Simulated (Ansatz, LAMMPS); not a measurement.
**Glassy B2O3 (150 atoms): support functions against a reference**

Wanted: errors and times of a linear-scaling basis for glassy B2O3 (150 atoms). A setting counts as converged where the r.m.s. difference of forces stays under 1 % of the r.m.s. force.

Main program and level: Ansatz 0.2.0; Kohn-Sham DFT, LDA, PAW (set soft_2), plane waves.

Measured values to set the calculation against. In-situ synchrotron X-ray diffraction of B2O3 glass under compression gave the average B-O distance from the total correlation function, which stays virtually unchanged from ambient pressure up to 5 GPa (“Nature of Structural Transformations in the B2O3 Glass under High   Pressure”, 2008, arxiv:0805.1828): nearest B–O distance 1.35 Å.

## 1. Set-up

The cell holds 150 atoms: 60 B and 90 O. Its edges and angles: a = 12.017 Å, b = 12.017 Å, c = 12.017 Å, α = 90.0°, β = 90.0°, γ = 90.0°. 150 atoms (60 B, 90 O) placed at random at 1.93 g/cm³, melted at 3000 K for 20 ps at fixed volume with the Buckingham and Coulomb pair potential of Guillot and Sator (Geochim. Cosmochim. Acta 71, 1249 (2007)) with the boron terms of Wang et al. (J. Non-Cryst. Solids 498, 294 (2018)). Quenched from 3000 K to 300 K at 100 K/ps and fixed volume, held 10 ps at zero pressure.

Limits known from the start: The quench rate of 100 K/ps far exceeds what a furnace or splat quench reaches, so expect more defects and frozen-in strain than in a real sample. The starting topology of bonds comes from the classical model, and needn't be the one that DFT or experiment would give. Sampling is at Γ alone, for a cell whose shortest periodic width is 12 Å.

## 2. The classical run that made the cell

A classical potential makes the cell, at a small fraction of what the same run would cost in DFT.

This step: classical MD, Buckingham and Coulomb pair potential of Guillot and Sator (Geochim. Cosmochim. Acta 71, 1249 (2007)) with the boron terms of Wang et al. (J. Non-Cryst. Solids 498, 294 (2018)) (LAMMPS 22 Jul 2025 - Update 4).

in.lmp

```
# melt-quench of B60O90
units metal
atom_style charge
boundary p p p
region box block 0 12.1491 0 12.1491 0 12.1491
create_box 2 box
mass 1 10.8100   # B
mass 2 15.9990   # O
create_atoms 1 random 60 655784 NULL overlap 1.5 maxtry 2000
create_atoms 2 random 90 655791 NULL overlap 1.5 maxtry 2000
pair_style buck/coul/long 9.0
pair_coeff * * 0.0 1.0 0.0
pair_coeff 1 2 206941.81 0.124 35.0018   # B-O
pair_coeff 2 2 9022.79 0.265 85.0921   # O-O
pair_coeff 1 1 484.40 0.35 0.0   # B-B
set type 1 charge 1.4175
set type 2 charge -0.945
kspace_style pppm 1.0e-4
neigh_modify delay 0 every 1 check yes
thermo_style custom step time temp pe press density
thermo_modify norm yes
timestep 0.001
thermo 100
min_style cg
minimize 1e-4 1e-4 200 2000
reset_timestep 0
velocity all create 3000 655785 mom yes dist gaussian
fix lim all nve/limit 0.05
fix lan all langevin 3000 3000 0.1 655786 zero yes
thermo 500
run 1000 post no
unfix lim
unfix lan
thermo 3333
fix md all nvt temp 3000 3000 0.1
run 20000 post no
unfix md
thermo 2700
fix md all nvt temp 3000 300 0.1
run 27000 post no
unfix md
thermo 3333
fix md all npt temp 300 300 0.1 iso 0 0 1
run 10000 post no
unfix md
write_dump all custom glass.dump id type xs ys zs modify sort id
```

Launch:

```sh
$ lmp -in in.lmp -log none -nocite
```

Standard output:

```text
LAMMPS (22 Jul 2025 - Update 4)
Created orthogonal box = (0 0 0) to (12.1491 12.1491 12.1491)
Created 60 atoms
Created 90 atoms
PPPM initialization ...
  G vector (1/distance) = 0.32534995
  grid = 10 10 10
  estimated relative force accuracy = 6.865431e-05
   Step          Time           Temp          PotEng         Press         Density
         0   0              0              1.283065       1178627.3      1.9339859
       100   0.1            0             -11.635488      2836.8803      1.9339859
       117   0.117          0             -11.670278     -14798.054      1.9339859
Loop time of 0.103197 s on 1 MPI rank(s) for 117 steps with 150 atoms
Minimization stats:
  Stopping criterion = energy tolerance
  Energy initial, next-to-last, final =
      1.28306503954294  -11.6694997041068  -11.6702775484621
  Force two-norm initial, final = 528.25724 4.7644124
  Iterations, force evaluations = 117 188
   Step          Time           Temp          PotEng         Press         Density
         0   0              3000          -11.670278      19617.831      1.9339859
       500   0.5            2941.7075     -11.435687      17480.979      1.9339859
      1000   1              3256.8279     -11.415813      17972.835      1.9339859
Loop time of 0.416737 s on 1 MPI rank(s) for 1000 steps with 150 atoms
   Step          Time           Temp          PotEng         Press         Density
      1000   1              3256.8279     -11.415813      17972.835      1.9339859
      3333   3.333          2683.712      -11.452708      4264.1751      1.9339859
      6666   6.666          2887.3957     -11.485353      23998.603      1.9339859
      9999   9.999          3161.3865     -11.497385     -11375.834      1.9339859
     13332   13.332         2897.72       -11.496707      12555.055      1.9339859
     16665   16.665         3281.9464     -11.470774      4837.0856      1.9339859
[... 2 lines left out ...]
Loop time of 8.27318 s on 1 MPI rank(s) for 20000 steps with 150 atoms
   Step          Time           Temp          PotEng         Press         Density
[... 12 lines left out ...]
Loop time of 10.8696 s on 1 MPI rank(s) for 27000 steps with 150 atoms
   Step          Time           Temp          PotEng         Press         Density
[... 1 line left out ...]
     49995   49.995         297.68991     -11.864835     -10257.442      1.9957816
     53328   53.328         284.1301      -11.865822     -11512.041      1.9886224
     56661   56.661         291.22904     -11.864448      3195.7499      2.0124459
     58000   58             283.4404      -11.868028     -9096.9028      1.9982366
Loop time of 4.56326 s on 1 MPI rank(s) for 10000 steps with 150 atoms
```

It took 24 s on 1 thread of AMD EPYC 9R45, shared host; peak memory 0.079 GiB.

## 3. Plane-wave single point

This run is the reference for what follows, at a cutoff of 420 eV.

input.yaml

```yaml
crystal:
  lattice:
    - [12.01747, 0.0, 0.0]
    - [0.0, 12.01747, 0.0]
    - [0.0, 0.0, 12.01747]
  atoms:
    - { symbol: B, position: [0.3734, 0.32317, 0.60184] }
    - { symbol: B, position: [0.33736, 0.66179, 0.98885] }
    - { symbol: B, position: [0.49897, 0.92791, 0.58015] }
    - { symbol: B, position: [0.45857, 0.99085, 0.08161] }
    - { symbol: B, position: [0.29196, 0.66668, 0.58087] }
    - { symbol: B, position: [0.28414, 0.87929, 0.98097] }
    - { symbol: B, position: [0.92846, 0.53191, 0.91441] }
    - { symbol: B, position: [0.94322, 0.57005, 0.48006] }
    - { symbol: B, position: [0.23122, 0.63507, 0.33129] }
    - { symbol: B, position: [0.92256, 0.03986, 0.18596] }
    - { symbol: B, position: [0.00094, 0.9232, 0.69812] }
    - { symbol: B, position: [0.93181, 0.11639, 0.7495] }
    - { symbol: B, position: [0.62748, 0.07566, 0.94869] }
    - { symbol: B, position: [0.71306, 0.42346, 0.35654] }
    - { symbol: B, position: [0.71498, 0.59586, 0.96785] }
    - { symbol: B, position: [0.70507, 0.76404, 0.47291] }
    - { symbol: B, position: [0.04832, 0.51632, 0.1023] }
    - { symbol: B, position: [0.7137, 0.80454, 0.04784] }
    - { symbol: B, position: [0.91027, 0.33105, 0.28525] }
    - { symbol: B, position: [0.79478, 0.43233, 0.55949] }
    - { symbol: B, position: [0.72855, 0.14918, 0.12532] }
    - { symbol: B, position: [0.77801, 0.79207, 0.2562] }
    - { symbol: B, position: [0.16494, 0.14351, 0.075] }
    - { symbol: B, position: [0.44802, 0.32189, 0.93209] }
    - { symbol: B, position: [0.5529, 0.1825, 0.2693] }
    - { symbol: B, position: [0.01743, 0.77919, 0.8987] }
    - { symbol: B, position: [0.75382, 0.23496, 0.64106] }
    - { symbol: B, position: [0.57889, 0.12549, 0.73495] }
    - { symbol: B, position: [0.41227, 0.93652, 0.28239] }
    - { symbol: B, position: [0.34175, 0.25319, 0.2902] }
    - { symbol: B, position: [0.21647, 0.43383, 0.2298] }
    - { symbol: B, position: [0.00015, 0.99032, 0.38664] }
    [... 112 atom lines left out ...]
    - { symbol: O, position: [0.20693, 0.07245, 0.15457] }
    - { symbol: O, position: [0.99251, 0.57943, 0.18095] }
    - { symbol: O, position: [0.12971, 0.22308, 0.47995] }
    - { symbol: O, position: [0.7313, 0.83635, 0.15857] }
    - { symbol: O, position: [0.57214, 0.97618, 0.50562] }
    - { symbol: O, position: [0.29908, 0.18926, 0.3774] }
kpoints:
  mp_grid: { grid: [1, 1, 1] }
hamiltonian:
  xc: lda
scf:
  occupations: { method: fermi_dirac, width: 0.025 }
output:
  forces: true
  stress: true
  populations: true
  dos:
    method: { smearing: { sigma: 0.08 } }
    de: 0.1
    projected: { site_lists: { B: [B], O: [O] } }
  eigenvalues: true
  write_density: true
  write_potential: true
  volumetric_format: npy
```

Launch:

```sh
$ ansatz run input.yaml --threads 8 --pin off --max-ram 15872MiB --backend cpu --events-out ev --progress --plain --runs-dir out
```

Standard output:

```text
Engine: ansatz 0.2.0, x86_64-unknown-linux-gnu
Pseudopotentials: kind: paw
Pseudopotential: B, paw, valence charge 3, recommended cutoff 420 eV (normal), B.paw.azcp
Pseudopotential: O, paw, valence charge 6, recommended cutoff 420 eV (normal), O.paw.azcp
[... 3 lines on functional and potentials left out ...]
Crystal: 150 atoms, lattice volume = 1735.558 Å³
Basis set: ecut = 420 eV, 33881 PW (Γ)
Bands: 510, of which v1, the nominal top of the filled ones, is band 360 counted from 1 (359 counted from 0)
Symmetry: 1 space group operations
Space group: P1 (ITA 1), of the structure as read, at distance tolerance 1.2e-4 Å
k-points: 1
[... 7 lines on functional and potentials left out ...]
Initial density: superposition of atomic densities (neutral atoms: chi_scale 0, normalization atom), corrected by the library's trained network
Initial wavefunctions: pseudopotential atomic-orbital guess
Functional: x = slater, c = lda
SCF iter   1: F=—  HF=-59066.057258 eV  |F-HF|=—  |Δ(HF+E_count)|=         —  Δρ=1.45e-2  dr2=3.29e0  ethr=1.77e-3  ⟨swp⟩=6.0  Hψ=2205  notcnv=0  defer=96
preconditioner: auto → Resta (q_TF=auto, 2.356 Å⁻¹)  ε∞=3.2  [insulator: Δε(μ)=4.326 eV  Ē_g=16.203 eV  σ=0.025 eV  W_gap=1.00  n_scr=388 (ndim 8)  ℏωp=23.9 eV  f_vac=0.174  D(μ)=0.00/eV (n_scr^D=0)  ε∞_Penn≈3.2]
SCF iter   2: F=—  HF=-59065.170848 eV  |F-HF|=—  |Δ(HF+E_count)|=   8.86e-1  Δρ=4.23e-3  dr2=1.48e-1  ethr=4.57e-4  ⟨swp⟩=2.0  Hψ=862  notcnv=0  defer=145
SCF iter   3: F=—  HF=-59065.135978 eV  |F-HF|=—  |Δ(HF+E_count)|=   3.49e-2  Δρ=1.93e-3  dr2=5.48e-2  ethr=2.05e-5  ⟨swp⟩=3.0  Hψ=592  notcnv=0  defer=145
SCF iter   4: F=—  HF=-59065.122803 eV  |F-HF|=—  |Δ(HF+E_count)|=   1.32e-2  Δρ=4.89e-4  dr2=3.71e-3  ethr=7.61e-6  ⟨swp⟩=2.0  Hψ=596  notcnv=0  defer=145
SCF iter   5: F=—  HF=-59065.122657 eV  |F-HF|=—  |Δ(HF+E_count)|=   1.46e-4  Δρ=1.95e-4  dr2=6.73e-4  ethr=5.16e-7  ⟨swp⟩=2.0  Hψ=718  notcnv=0  defer=145
SCF iter   6: F=—  HF=-59065.122923 eV  |F-HF|=—  |Δ(HF+E_count)|=   2.66e-4  Δρ=5.28e-5  dr2=6.30e-5  ethr=9.35e-8  ⟨swp⟩=2.0  Hψ=609  notcnv=0  defer=145
SCF iter   7: F=—  HF=-59065.127480 eV  |F-HF|=—  |Δ(HF+E_count)|=   4.56e-3  Δρ=2.82e-5  dr2=1.34e-5  ethr=8.75e-9  ⟨swp⟩=2.0  Hψ=780  notcnv=0  defer=145
SCF iter   8: F=—  HF=-59065.127484 eV  |F-HF|=—  |Δ(HF+E_count)|=   4.26e-6  Δρ=1.04e-5  dr2=2.00e-6  ethr=1.86e-9  ⟨swp⟩=2.0  Hψ=725  notcnv=0  defer=145
SCF iter   9: F=—  HF=-59065.127485 eV  |F-HF|=—  |Δ(HF+E_count)|=   1.25e-6  Δρ=2.89e-6  dr2=1.89e-7  ethr=2.78e-10  ⟨swp⟩=2.0  Hψ=641  notcnv=0  defer=145
SCF iter  10: F=-59065.127485 eV  HF=-59065.127485 eV  |F-HF|=3.02e-8  |Δ(HF+E_count)|=   1.66e-7  Δρ=2.23e-6  dr2=7.40e-8  ethr=1.39e-11  ⟨swp⟩=22.0  Hψ=4515  notcnv=0
SCF 1 converged in 10 iterations: F = -59065.127485 eV  dr2 = 7.40e-8
  greatest PAW one-centre occupation: 0.856 electrons in one spin orbital (limit 2), on the O atom at site 106 (counted from 0), in its partial waves of l = 0
SCF converged after 10 iterations
Free energy (F): -59065.127485 eV
Harris-Foulkes:  -59065.127485 eV  (|F-HF|=3.02e-8)
Internal energy: -59065.127485 eV  (E = F + TS)
E sigma→0 (E₀):  -59065.127485 eV
Fermi energy:    3.518072 eV
--- Per-component energies (eV) ---
  E_band       = -4733.288171
  E_kinetic    = 18499.103357
  E_local      = -51035.834149  (includes V_loc(G=0)·N_el)
  E_nonlocal   = 5227.984046
  E_hartree    = 18309.030713
  E_xc         = -8266.513506
  E_vxc        = -10446.202739  (∫ρ·V_xc dr)
  E_paw        = -17681.305381  (= ΣΔE_a)
  E_vpaw       = -3596.638156  (= ΣTr[D̂ρ^β])
  E_aug_tail   = 0.234712  (compensation charges beyond the density's cutoff)
  E_ewald      = -24129.300269
  E_core_change = 11.472991  (= ΣΔE_core)
  E_smearing   = -0.000000  (= −TS)
  E_closure    = -0.000000  (closes the sum)
  Σ components = -59065.127485   (vs F -59065.127485, Δ=0.00e0)
--- Forces (eV/Å), atoms counted from 1 ---
  atom   1  B     -1.76084000     1.26713550     0.42131452
  atom   2  B      0.76832720     0.77065231     1.62720978
  atom   3  B      0.50970650    -0.16688394    -0.29904182
  atom   4  B     -0.58185061    -1.12216373     0.11091182
  atom   5  B      1.16314601    -0.94290302     0.87358116
  atom   6  B      1.65444151    -1.48173714    -0.66132992
  atom   7  B     -0.50770994    -0.46291022    -1.16229832
  atom   8  B     -2.19400188     1.40314615    -0.43201477
  atom   9  B      2.69950724     0.90510783    -0.88132198
  atom  10  B      0.83887623    -1.21412571    -0.04243034
  atom  11  B      1.31603683     0.86141296     0.10302687
  atom  12  B      2.14108519     0.65914612     0.31014786
  atom  13  B     -0.86364834     0.32756974     0.73086134
  atom  14  B      1.60979182     1.34636603     0.19240583
[...]
atom 149  O      0.39880787     0.49779006    -0.54340421
  atom 150  O     -0.25958133    -0.20561566     0.35357539
  max |Σ_I F_I| component: 1.77e-4 eV/Å
--- Stress (GPa, compression-positive) ---
      -18.571935       1.315267      -1.088209
        1.315267     -16.085424      -0.046610
       -1.088209      -0.046610     -14.265027
  P = ⅓ Tr σ = -16.3075 GPa (-163.075 kbar)
--- Band table (eV) ---
  k-point 0: bands = ["-18.9292", "-18.7428", "-18.6988", "-18.6615", [... 494 levels ...], "12.8992", "12.9877", "13.0138", "13.0740", "13.1308", "13.1517", "13.1729", "13.2206", "13.2734", "13.2994", "13.3278", "13.3618"]
--- Löwdin populations: 150 sites ---
  site symbol       q [e]
     0      B      2.3415
     1      B      2.3588
     2      B      2.3722
[...]
149      O      6.3807
  spilling = 0.008760 (of n_electrons = 720.000000)
```

Wall time 7.9 s (8 threads of AMD EPYC 9R45, shared host); peak memory 2.4 GiB.

The run gave:

```yaml
free_energy: -59065.1275 eV
free_energy_per_atom: -393.7675 eV/atom
scf_cycles: 10
pressure: -16.31 GPa
r_m_s_force_component: 0.8603 eV/Å
longest_force: 4.124 eV/Å
fermi_energy: 3.518 eV
spacing_of_highest_filled_and_lowest_empty_level: 4.531 eV
spilling_of_the_projection: 0.00876
```

Length of the force by element and coordination:

| element | coordination | atoms | mean length of the force (eV/Å) | spread | least | most |
| --- | --- | --- | --- | --- | --- | --- |
| B | all | 60 | 1.85 | 0.731 | 0.501 | 4.12 |
| O | all | 90 | 0.926 | 0.441 | 0.0728 | 2.29 |

Löwdin charges by element and coordination (they lack the spilled electrons, 0.042 e an atom on average):

```csv
element,coordination,atoms,mean charge (e),spread,least,most
B,all,60,0.646,0.0117,0.619,0.678
O,all,90,-0.360,0.0129,-0.393,-0.329
```

Density of states as counts of states in windows of 1 eV (from the Fermi level), total and the larger projections:

```
from (eV)  to (eV)  total   O p   B p
      -10       -9   73.4  49.6  20.6
       -9       -8   17.6  11.9   5.2
       -8       -7   21.2  13.9   6.6
       -7       -6   44.1  31.4  11.0
       -6       -5   66.7  53.8  10.0
       -5       -4   94.5  86.2   5.2
       -4       -3   98.8  95.0   2.0
       -3       -2   34.7  33.7   0.5
       -2        2    0.0   0.0   0.0
        2        3   24.4   3.5  17.5
        3        4   36.5   6.6  24.6
        4        5   44.1   8.3  24.4
```

The curve was stored every 0.10 eV, coarse against its broadening of 0.08 eV, so these counts are rough.

Between -23 and -10 eV lie 269 more states.

The levels nearest the highest filled one (over half full), pooled over k-points and spins:

```csv
level less the highest filled one (eV),occupation
-0.352,2
-0.317,2
-0.290,2
-0.248,2
-0.0368,2
0,2
4.53,0
4.54,0
4.65,0
4.70,0
4.71,0
4.89,0
```

Electrostatic potential energy in the bc plane at fractional x = 0.216, with atoms of B and O within 0.2 Å of it. With pseudopotentials it is smooth inside the atoms' cores, unlike the true potential.

Values in eV, 13 rows by 16 columns, each cell a mean:
```
  8   5 -28 -21   3   7   8   9   8   8   7   8   7   3 -11  -3
  4   7   2 -18 -10   6   8   8   8   7   7   8   8   6 -27 -25
-18   5   6 -12 -27   6   8   8   8   7   3   4   8   8  -3 -40
 -1   6   8   6   4   8   8   8   8   6  -6 -20   5   8   4  -9
  8   8   8   8   8   8   8   7   7   7  -4 -21   4   8   7   7
  3   6   5   7   8   8   2 -17  -7 -11  -1   3   7   3   2   1
-36 -23 -31  -7   7   7  -2 -35 -20 -24   0   6  -3 -39 -14  -6
 -1  -5 -24  -3   7   7   6   3   4   2   0   5   3  -6   4   6
  7   7   6   7   7   7   5  -4 -27 -23 -39  -2   6   6   7   7
 -2   7   8   8   6  -1 -21 -30 -21  -4  -6   5   9   8   2 -16
-25 -26   3   7   7   4 -14 -18   4   8   8   9   9   8  -4 -37
 -4 -20  -9   2   7   8   7   7   8   9   9   9   9   8   5   3
  7   2 -20  -6   7   8   9   9   9   8   8   8   5   4   2   6
```
Columns run along b (12.0 Å; values clipped at the 3rd and 97th percentile), rows up along c (12.0 Å). Atoms in or near the plane, at fractional coordinates: B at (0.64, 0.33), B at (0.43, 0.23), B at (0.97, 0.20), B at (0.47, 0.51), B at (0.15, 0.46), B at (0.97, 0.79), O at (0.84, 0.49), O at (0.92, 0.89), O at (0.04, 0.49), O at (0.17, 0.98), O at (0.52, 0.31), O at (0.07, 0.15).

Valence density in the bc plane at fractional x = 0.216, with atoms of B and O within 0.2 Å of it. It is the smooth field of the valence electrons, not physical close to the nuclei.

Ten steps, logarithmic in the rise over the least value, from '0' (0.0 e/Å³) to '9' (6.4 e/Å³), each cell a mean:
```
1124799852100000000000113443334542
2113577643100000000000011222257885
3111234554310000000000000001258997
4211124677531000000000000000146876
4432124799641000000001121100023554
5543213577531000000112344310012344
4443211233210000001123677631011234
2221100111100000001124699742001122
1100000110000000011123577631000000
1111001110011222223443344321111111
4543222211112344456776432224554333
8986444332112354457997421257997546
8987545432111344445675311258997546
5665445432101122222333222235764323
2222344321000012344333444333332111
1001123221111123688654565432111221
2100011111233335899864454321112343
3221100013455545787643222110013454
5555310013455544543211100000123454
6898631011333445431100000001234444
5899742100111244421000000001234434
3566543210000123221100000111122222
1234555420000011110000012333211111
0124688641000000000000123554322211
```
Columns run along b (12.0 Å), rows up along c (12.0 Å). Atoms in or near the plane, at fractional coordinates: B at (0.64, 0.33), B at (0.43, 0.23), B at (0.97, 0.20), B at (0.47, 0.51), B at (0.15, 0.46), B at (0.97, 0.79), O at (0.84, 0.49), O at (0.92, 0.89), O at (0.04, 0.49), O at (0.17, 0.98), O at (0.52, 0.31), O at (0.07, 0.15).

Mean Löwdin charges: B +0.65, O -0.36 e (they miss 0.88 % of the electrons, so they add up to more than the cell's charge). The largest share in the top eV of filled states is O p (97 % of the projected weight), and in the lowest eV of empty states B p (74 % of the projected weight).

(Part 1 of 2 ends here.)

[Long decimals in the printed logs are rounded to 6 places.]

[Logs are printed without paths, hosts, clocks, repeated set-up lines and the standing remarks that a program may print on its own settings, such as how far it seeks lower states.]

[Hosts, paths, dates, database ids (printed as entryN), source tags and the programs' standing remarks are cut or masked in the printed files.]
